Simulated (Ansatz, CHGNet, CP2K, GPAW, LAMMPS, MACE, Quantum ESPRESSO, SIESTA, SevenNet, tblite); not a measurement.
## Atom list for Glassy 55SiO2-25B2O3-10CaO-10K2O (mol %) (68 atoms)

68 atoms (11 Si, 10 B, 2 Ca, 4 K, 41 O) placed at random at 2.27 g/cm³, melted at 3000 K for 20 ps at fixed volume with the Buckingham and Coulomb pair potential of Guillot and Sator (Geochim. Cosmochim. Acta 71, 1249 (2007)) with the boron terms of Wang et al. (J. Non-Cryst. Solids 498, 294 (2018)). Quenched from 3000 K to 300 K at 20 K/ps and fixed volume, held 10 ps at zero pressure, then minimised at fixed cell.

This is the geometry as built. Method: Kohn-Sham DFT, PBE, SSSP efficiency 1.3.0 pseudopotentials, plane waves; sssp-1.3.0-efficiency; 60/480 Ry; levels smeared at 580 K (Quantum ESPRESSO 7.5); Γ point; density 2.43 g/cm³.

Cell vectors (Å):

```
9.642 0.000 0.000
0.000 9.642 0.000
0.000 0.000 9.642
```

Positions (Å):

```
1 Si 5.224 4.626 4.673
2 Si 7.032 7.914 6.410
3 Si 1.404 1.451 7.467
4 Si 0.803 5.908 6.431
5 Si 7.255 4.352 8.878
6 Si 2.187 1.985 4.519
7 Si 6.912 2.279 1.709
8 Si 8.779 1.623 4.188
9 Si 7.558 8.932 1.624
10 Si 5.113 5.951 7.635
11 Si 0.504 6.447 2.667
12 B 1.800 1.392 0.594
13 B 2.404 5.002 4.189
14 B 6.611 9.363 4.145
15 B 9.499 8.453 7.510
16 B 0.838 9.064 2.031
17 B 8.709 6.870 0.058
18 B 4.923 1.998 3.570
19 B 8.934 3.383 6.663
20 B 7.717 5.934 4.376
21 B 2.584 5.714 8.678
22 Ca 0.431 4.232 0.003
23 Ca 3.221 3.706 2.059
24 K 4.470 9.223 9.273
25 K 4.403 7.110 1.825
26 K 3.171 8.435 5.071
27 K 5.827 1.495 7.091
28 O 0.361 7.467 6.533
29 O 5.722 0.821 3.788
30 O 7.336 3.345 0.528
31 O 7.780 3.564 7.558
32 O 8.627 2.541 5.522
33 O 1.986 5.834 5.298
34 O 0.758 1.367 4.011
35 O 1.663 5.365 2.981
36 O 2.224 1.518 8.909
37 O 6.021 7.287 7.536
38 O 2.327 1.538 6.104
39 O 9.391 4.693 6.195
40 O 5.144 3.005 4.609
41 O 5.730 4.876 8.688
42 O 3.482 1.679 3.545
43 O 1.469 5.504 7.885
44 O 2.138 3.604 4.494
45 O 3.862 5.139 3.906
46 O 7.590 7.632 0.648
47 O 3.647 6.431 8.143
48 O 9.611 6.384 1.128
49 O 5.084 5.203 6.193
50 O 9.453 7.763 8.817
51 O 2.717 5.068 0.245
52 O 1.195 7.943 2.777
53 O 1.366 2.522 1.258
54 O 8.124 8.824 7.149
55 O 8.209 5.664 9.024
56 O 7.952 0.242 4.435
57 O 0.694 0.000 7.525
58 O 0.377 2.726 7.466
59 O 6.093 8.686 5.324
60 O 7.568 6.639 5.568
61 O 6.894 0.723 1.119
62 O 1.737 0.154 1.246
63 O 8.041 2.314 2.890
64 O 6.618 5.155 3.995
65 O 6.751 8.477 2.976
66 O 8.845 6.154 3.598
67 O 9.117 9.318 1.908
68 O 5.384 2.600 2.270
```

Q: Give the force on every atom.

Columns: atom, fx, fy, fz (forces in eV/Å).

```
1 0.161 -0.737 0.696
2 1.599 -0.360 -1.353
3 -2.976 -1.066 -0.250
4 -0.749 0.131 -0.409
5 0.795 1.025 -1.220
6 -0.608 2.255 0.088
7 0.519 -0.943 1.675
8 -1.472 -0.347 1.569
9 1.438 -0.987 0.847
10 0.485 -0.620 -1.156
11 -1.773 0.160 -0.516
12 -2.325 1.445 1.482
13 -1.368 -0.320 2.457
14 0.623 2.120 -0.589
15 -0.441 -1.630 1.480
16 -2.206 0.267 -1.083
17 0.715 2.606 -1.338
18 2.111 -1.845 1.377
19 1.082 0.167 -1.289
20 0.143 1.526 0.949
21 -0.360 -1.684 0.704
22 0.800 -0.057 -0.122
23 -0.691 -0.270 -0.726
24 -0.176 0.039 -0.100
25 0.214 -0.546 0.510
26 -0.325 -0.220 0.146
27 0.842 0.511 -1.030
28 0.948 -0.522 -1.065
29 -1.408 0.229 0.060
30 -0.154 -0.200 0.263
31 -1.172 -0.547 0.799
32 -0.604 0.084 -0.088
33 0.684 0.781 -0.292
34 0.798 -0.543 -0.528
35 0.613 -0.192 -1.029
36 1.663 -0.376 -0.217
37 -1.191 0.481 0.999
38 1.473 -0.662 0.191
39 0.009 0.442 0.022
40 0.289 0.656 1.108
41 -0.777 -0.355 0.589
42 -1.097 -0.880 -0.429
43 1.083 -0.351 1.825
44 -0.095 -0.213 -0.513
45 0.495 1.216 -1.551
46 -1.934 0.569 0.463
47 0.496 1.146 -0.016
48 0.974 -1.417 0.523
49 -0.292 -0.141 0.282
50 0.433 -0.318 0.834
51 -0.198 0.689 -0.787
52 1.408 0.927 0.241
53 1.175 -0.688 -0.912
54 -1.267 0.480 -0.374
55 -0.153 -1.412 0.168
56 0.910 0.179 0.269
57 0.833 0.689 -0.203
58 0.719 -0.045 1.323
59 -1.277 0.203 0.784
60 0.345 -0.888 -0.938
61 -0.724 0.217 -1.372
62 0.945 -0.901 0.079
63 0.102 0.990 -0.995
64 0.236 0.075 -0.682
65 -0.777 -0.869 -0.733
66 -0.698 -0.429 0.520
67 1.705 0.387 0.077
68 -0.576 0.889 -1.493
```

The quench rate of 20 K/ps is many orders above laboratory rates, so the cell is likely richer in defects and strain than a real sample. The network of bonds at the start is that of the classical potential that made the cell, and needn't be the one that DFT or experiment would give. Only the Γ point is sampled, in a cell whose shortest periodic width is 10 Å.

The r.m.s. force component is 0.962 eV/Å; the longest force, 3.17 eV/Å, acts on Si3.

[Logs are printed without paths, hosts, clocks, repeated set-up lines and the standing remarks that a program may print on its own settings, such as how far it seeks lower states.]

[Hosts, paths, dates, database ids (printed as entryN), source tags and the programs' standing remarks are cut or masked in the printed files.]
